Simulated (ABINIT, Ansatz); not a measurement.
# Al3In (Fm-3m): zone-centre phonons, part 2 of 3

Wanted: the vibrations of Al3In (Fm-3m) at Γ, by two programs.

ABINIT 10.8.3; DFT PBEsol, scalar-relativistic, plane waves, PseudoDojo norm-conserving pseudopotentials.

So far. Step 4 (Relaxing the cell and atoms): The volume changes by -0.3 % in this run and stands +5.8 % from the first cell. Step 5 (Ground state): The cell stands at -0.37 GPa: the relaxation ran with a smoothed and higher cutoff, and the difference is a stress of the finite basis. The relaxed cell has a = 6.744 Å (conventional setting).

The structure was built from a prototype and need not be the compound's stable phase.

## (6) Linear response at Γ

At q = 0 one unit cell holds all displacements. The response is solved for single atoms along the cell's directions, and symmetry skips those that follow from others. The crystal is treated as a metal, which screens a static field, so no field response is asked.

The input, dfpt_gamma.abi:

```

# common to the responses
getwfk_filepath "gso_WFK"
kptopt 2
nqpt 1
qpt 0.0 0.0 0.0
asr 0
chneut 0

# displacements
rfphon 1
rfatpol 1 4
rfdir 1 1 1
tolvrs 1.0d-10
prtwf 0

# basis, mesh and filling
ecut 31.0
ngkpt 8 8 8
nshiftk 1
shiftk 0.0 0.0 0.0
istwfk *1
occopt 7
tsmear 0.01
nband 18
nstep 100
diemac 1000000.0
prtebands 0
prtgsr 0
useylm 1

# cell and atoms
acell 3*1.0 Angstrom
rprim 
    -3.372160442 0.0 3.372160442
    0.0 3.372160442 3.372160442
    -3.372160442 3.372160442 0.0
ntypat 2
znucl 49 13
natom 4
typat 1 2 2 2
xred 
    0.0 0.0 0.0
    0.5 0.5 0.5
    0.75 0.75 0.75
    0.25 0.25 0.25
pp_dirpath "./pseudo"
pseudos "In.upf, Al.upf"
```

Run with:

```
> OMP_NUM_THREADS=1 mpirun -n 4 abinit dfpt_gamma.abi > dfpt_gamma.log
```

Numbers of over 12 decimals in the logs are rounded to 6 here.

dfpt_gamma.abo, the main output file:

```text
[banners, grids, parts of the stress and lines that vanish by symmetry left out]
- input  file    -> dfpt_gamma.abi
- output file    -> dfpt_gamma.abo
- root for input  files -> dfpt_gammai
- root for output files -> dfpt_gammao

 Symmetries : space group Fm -3 m (#225); Bravais cF (face-center cubic)
================================================================================
 Values of the parameters that define the memory need of the present run (RF).
     intxc =       0      iscf =       7    lmnmax =      18     lnmax =       6
     mgfft =      48  mpssoang =       3    mqgrid =    3001     natom =       4
  nloc_mem =       1    nspden =       1   nspinor =       1    nsppol =       1
      nsym =      48    n1xccc =    2501    ntypat =       2    occopt =       7
   xclevel =       2
-    mband =          18        mffmem =           1         mkmem =          65
-   mkqmem =          65        mk1mem =          65           mpw =        4314
      nfft =      110592          nkpt =         260
- my_mband =          18
================================================================================
================================================================================

--------------------------------------------------------------------------------
------------- Echo of variables that govern the present computation ------------
--------------------------------------------------------------------------------
-
- outvars: echo of selected default values
-   iomode0 =  0 , fftalg0 =312 , wfoptalg0 =  0
-
- outvars: echo of global parameters not present in the input file
-  max_nthreads =    1
-
 -outvars: echo values of preprocessed input variables
 [... echo left out ...]
================================================================================

 chkinp: Checking input parameters for consistency.

[...]
== DATASET  1 ==================================================================
-   mpi_nproc: 4, omp_nthreads: 1 (-1 if OMP is not activated)

--- !DatasetInfo
iteration_state: {dtset: 1, }
dimensions: {natom: 4, nkpt: 260, mband: 18, nsppol: 1, nspinor: 1, nspden: 1, mpw: 4314, }
cutoff_energies: {ecut:  31.0, pawecutdg:  -1.0, }
electrons: {nelect:   2.20000000E+01, charge:   0.00000000E+00, occopt:   7.00000000E+00, tsmear:   1.00000000E-02, }
meta: {optdriver: 1, rfphon: 1, }
...

 mkfilename: getwfk from: gso_WFK

 Real(R)+Recip(G) space primitive vectors, cartesian coordinates (Bohr,Bohr^-1):
 R(1)= -6.3724597  0.0000000  6.3724597  G(1)= -0.0784626 -0.0784626  0.0784626
 R(2)=  0.0000000  6.3724597  6.3724597  G(2)=  0.0784626  0.0784626  0.0784626
 R(3)= -6.3724597  6.3724597  0.0000000  G(3)= -0.0784626  0.0784626 -0.0784626
 Unit cell volume ucvol=  5.1754878E+02 bohr^3
 Angles (23,13,12)=  6.00000000E+01  6.00000000E+01  6.00000000E+01 degrees
 setup1 : take into account q-point for computing boxcut.

 getcut: wavevector=  0.0000  0.0000  0.0000  ngfft=  48  48  48
         ecut(hartree)=     31.000   => boxcut(ratio)=   2.12507

--- Pseudopotential description ------------------------------------------------
- pspini: atom type   1  psp file is ./pseudo/In.upf

- pspini: atom type   2  psp file is ./pseudo/Al.upf

   5.99172728E+02                                ecore*ucvol(ha*bohr**3)
--------------------------------------------------------------------------------

 ==>  initialize data related to q vector <==

 The list of irreducible perturbations for this q vector is:
    1)    idir= 1    ipert=   1
    2)    idir= 1    ipert=   2
    3)    idir= 1    ipert=   3

[...]
The perturbation idir=   2  ipert=   1 is
 symmetric of a previously calculated perturbation.
 So, its SCF calculation is not needed.

 The perturbation idir=   3  ipert=   1 is
 symmetric of a previously calculated perturbation.
 So, its SCF calculation is not needed.

 The perturbation idir=   2  ipert=   2 is
 symmetric of a previously calculated perturbation.
 So, its SCF calculation is not needed.

 The perturbation idir=   3  ipert=   2 is
 symmetric of a previously calculated perturbation.
 So, its SCF calculation is not needed.

[...]
The perturbation idir=   2  ipert=   4 is
 symmetric of a previously calculated perturbation.
 So, its SCF calculation is not needed.

 The perturbation idir=   3  ipert=   4 is
 symmetric of a previously calculated perturbation.
 So, its SCF calculation is not needed.

--------------------------------------------------------------------------------
 Perturbation wavevector (in red.coord.)   0.000000  0.000000  0.000000
 Perturbation : displacement of atom   1   along direction   1
 Found     4 symmetries that leave the perturbation invariant.

[...]
dfpt_looppert : total number of electrons, from k and k+q
  fully or partially occupied states are    2.200000E+01 and    2.200000E+01.
 Initialisation of the first-order wave-functions :
  ireadwf=   0

--- !BeginCycle
iteration_state: {dtset: 1, }
solver: {iscf: 7, nstep: 100, nline: 4, wfoptalg: 0, }
tolerances: {tolvrs: 1.00E-10, }
...

     iter   2DEtotal(Ha)        deltaE(Ha) residm    vres2
-ETOT  1   12.474717867491     -2.096E+04 3.820E+01 7.584E+01
 ETOT  2   3.476421     -8.998E+00 6.160E-01 1.253E+02
 ETOT  3   3.430462     -4.596E-02 3.247E-02 4.019E+01
 ETOT  4   3.422017     -8.446E-03 8.926E-03 5.230E-01
 ETOT  5   3.421727     -2.903E-04 2.858E-03 4.663E-02
[...]
At SCF step   11       vres2   =  1.08E-11 < tolvrs=  1.00E-10 =>converged.
[...]
Mean square residual over all n,k,spin=   19.529E-09; max=  15.187E-06

 Thirteen components of 2nd-order total energy (hartree) are
 1,2,3: 0th-order hamiltonian combined with 1st-order wavefunctions
     kin0=   2.89115247E+04 eigvalue=   1.16543204E+03  local=  -1.60909543E+04
 4,5,6: 1st-order hamiltonian combined with 1st and 0th-order wfs
 loc psp =  -6.55873392E+03  Hartree=   1.91338270E+03     xc=  -3.26983242E+02
 note that "loc psp" includes a xc core correction that could be resolved
 7,8,9: eventually, occupation + non-local contributions
    edocc=   1.91850732E+01     enl0=   5.37634421E+03   enl1=  -3.53771284E+04
 1-9 gives the relaxation energy (to be shifted if some occ is /=2.0)
   erelax=  -2.09679312E+04
 10,11,12 Non-relaxation  contributions : frozen-wavefunctions and Ewald
 fr.local=   3.02165147E+03 fr.nonlo=   1.76880078E+04  Ewald=   7.69072663E+01
 13,14 Frozen wf xc core corrections (1) and (2)
 frxc 1  =  -6.27930742E+02  frxc 2 =   8.12717073E+02
 Resulting in :
 2DEtotal=    0.3421713039E+01 Ha. Also 2DEtotal=    0.931095551300E+02 eV
    (2DErelax=   -2.0967931165E+04 Ha. 2DEnonrelax=    2.0971352878E+04 Ha)
    (  non-var. 2DEtotal :    3.4217103642E+00 Ha)

[...]
Perturbation wavevector (in red.coord.)   0.000000  0.000000  0.000000
 Perturbation : displacement of atom   2   along direction   1
 Found     4 symmetries that leave the perturbation invariant.

[...]
dfpt_looppert : total number of electrons, from k and k+q
  fully or partially occupied states are    2.200000E+01 and    2.200000E+01.
 Initialisation of the first-order wave-functions :
  ireadwf=   0

--- !BeginCycle
iteration_state: {dtset: 1, }
solver: {iscf: 7, nstep: 100, nline: 4, wfoptalg: 0, }
tolerances: {tolvrs: 1.00E-10, }
...

     iter   2DEtotal(Ha)        deltaE(Ha) residm    vres2
-ETOT  1   2.478617     -4.925E+01 1.845E+00 1.907E+03
[...]
At SCF step    9       vres2   =  1.93E-11 < tolvrs=  1.00E-10 =>converged.
[...]
Mean square residual over all n,k,spin=   49.833E-08; max=  26.481E-05

 Thirteen components of 2nd-order total energy (hartree) are
 1,2,3: 0th-order hamiltonian combined with 1st-order wavefunctions
     kin0=   3.89201708E+01 eigvalue=  -2.92657241E+00  local=  -2.48325547E+01
 4,5,6: 1st-order hamiltonian combined with 1st and 0th-order wfs
 loc psp =  -2.36179234E+00  Hartree=   1.09171941E+01     xc=  -3.82637054E+00
 note that "loc psp" includes a xc core correction that could be resolved
 7,8,9: eventually, occupation + non-local contributions
    edocc=   4.74294128E+00     enl0=   2.67143672E+01   enl1=  -9.70565592E+01
 1-9 gives the relaxation energy (to be shifted if some occ is /=2.0)
   erelax=  -4.97091759E+01
 10,11,12 Non-relaxation  contributions : frozen-wavefunctions and Ewald
 fr.local=  -3.72461564E+01 fr.nonlo=   5.29376391E+01  Ewald=   3.74676425E+01
 13,14 Frozen wf xc core corrections (1) and (2)
 frxc 1  =  -6.79009818E+00  frxc 2 =   5.36020895E+00
 Resulting in :
 2DEtotal=    0.2020060159E+01 Ha. Also 2DEtotal=    0.549686372360E+02 eV
    (2DErelax=   -4.9709175863E+01 Ha. 2DEnonrelax=    5.1729236022E+01 Ha)
    (  non-var. 2DEtotal :    2.0200602600E+00 Ha)

[...]
Perturbation wavevector (in red.coord.)   0.000000  0.000000  0.000000
 Perturbation : displacement of atom   3   along direction   1
 Found     2 symmetries that leave the perturbation invariant.

--------------------------------------------------------------------------------

--------------------------------------------------------------------------------

 dfpt_looppert : total number of electrons, from k and k+q
  fully or partially occupied states are    2.200000E+01 and    2.200000E+01.
 Initialisation of the first-order wave-functions :
  ireadwf=   0

--- !BeginCycle
iteration_state: {dtset: 1, }
solver: {iscf: 7, nstep: 100, nline: 4, wfoptalg: 0, }
tolerances: {tolvrs: 1.00E-10, }
...

     iter   2DEtotal(Ha)        deltaE(Ha) residm    vres2
-ETOT  1   2.511429     -4.936E+01 1.175E+00 1.579E+03
[...]
ETOT  9   2.117555     -3.774E-11 7.200E-04 2.495E-09
 ETOT 10   2.117555     -3.901E-12 4.071E-04 1.756E-12

 At SCF step   10       vres2   =  1.76E-12 < tolvrs=  1.00E-10 =>converged.
[...]
Mean square residual over all n,k,spin=   28.988E-08; max=  40.706E-05

 Thirteen components of 2nd-order total energy (hartree) are
 1,2,3: 0th-order hamiltonian combined with 1st-order wavefunctions
     kin0=   3.96014759E+01 eigvalue=  -2.86679365E+00  local=  -2.51736448E+01
 4,5,6: 1st-order hamiltonian combined with 1st and 0th-order wfs
 loc psp =  -1.01514340E+00  Hartree=   1.05238718E+01     xc=  -3.69866055E+00
 note that "loc psp" includes a xc core correction that could be resolved
 7,8,9: eventually, occupation + non-local contributions
    edocc=   4.70336082E+00     enl0=   2.66642152E+01   enl1=  -9.84925056E+01
 1-9 gives the relaxation energy (to be shifted if some occ is /=2.0)
   erelax=  -4.97538244E+01
 10,11,12 Non-relaxation  contributions : frozen-wavefunctions and Ewald
 fr.local=  -3.72516229E+01 fr.nonlo=   5.30876976E+01  Ewald=   3.74676425E+01
 13,14 Frozen wf xc core corrections (1) and (2)
 frxc 1  =  -6.78580711E+00  frxc 2 =   5.35346875E+00
 Resulting in :
 2DEtotal=    0.2117554591E+01 Ha. Also 2DEtotal=    0.576215958723E+02 eV
    (2DErelax=   -4.9753824379E+01 Ha. 2DEnonrelax=    5.1871378970E+01 Ha)
    (  non-var. 2DEtotal :    2.1175544484E+00 Ha)

[...]
---- first-order wavefunction calculations are completed ----

 ==> Compute Derivative Database <==

 [... matrices left out ...]
  Phonon wavevector (reduced coordinates) :  0.00000  0.00000  0.00000
 Phonon energies in Hartree :
  -2.494031E-05 -2.494031E-05 -2.494031E-05  6.552372E-04  6.552372E-04
   6.552372E-04  7.139390E-04  7.139390E-04  7.139390E-04  9.103731E-04
   9.103731E-04  9.103731E-04
 Phonon frequencies in cm-1    :
- -5.473766E+00 -5.473766E+00 -5.473766E+00  1.438080E+02  1.438080E+02
-  1.438080E+02  1.566915E+02  1.566915E+02  1.566915E+02  1.998038E+02
-  1.998038E+02  1.998038E+02

== END DATASET(S) ==============================================================
================================================================================

 -outvars: echo values of variables after computation
            acell      1.8897261259E+00  1.8897261259E+00  1.8897261259E+00 Bohr
           etotal      2.1175545910E+00
            fcart      0.0000000000E+00  0.0000000000E+00  0.0000000000E+00
           strten      0.0000000000E+00  0.0000000000E+00  0.0000000000E+00
================================================================================
```

Elapsed: 3.5 min, on 4 MPI ranks of Arm Neoverse V2, shared host; 14 min of CPU time.

Read from the output:

```
largest acoustic frequency at the zone centre before the sum rule : -5.47 cm⁻¹
highest optical zone-centre mode (no LO-TO term)                  : 199.8 cm⁻¹
lowest optical zone-centre mode                                   : 143.8 cm⁻¹
```

The acoustic modes at Γ come out as far as 5.5 cm⁻¹ from zero, where they should vanish, a small numerical error.

[end of part 2 of 3]

[Host names and launcher messages were left out of these logs when they were recorded.]

[Logs are printed without paths, hosts, clocks, repeated set-up lines and the standing remarks that a program may print on its own settings, such as how far it seeks lower states.]

[Hosts, paths, dates, database ids (printed as entryN), source tags and the programs' standing remarks are cut or masked in the printed files.]
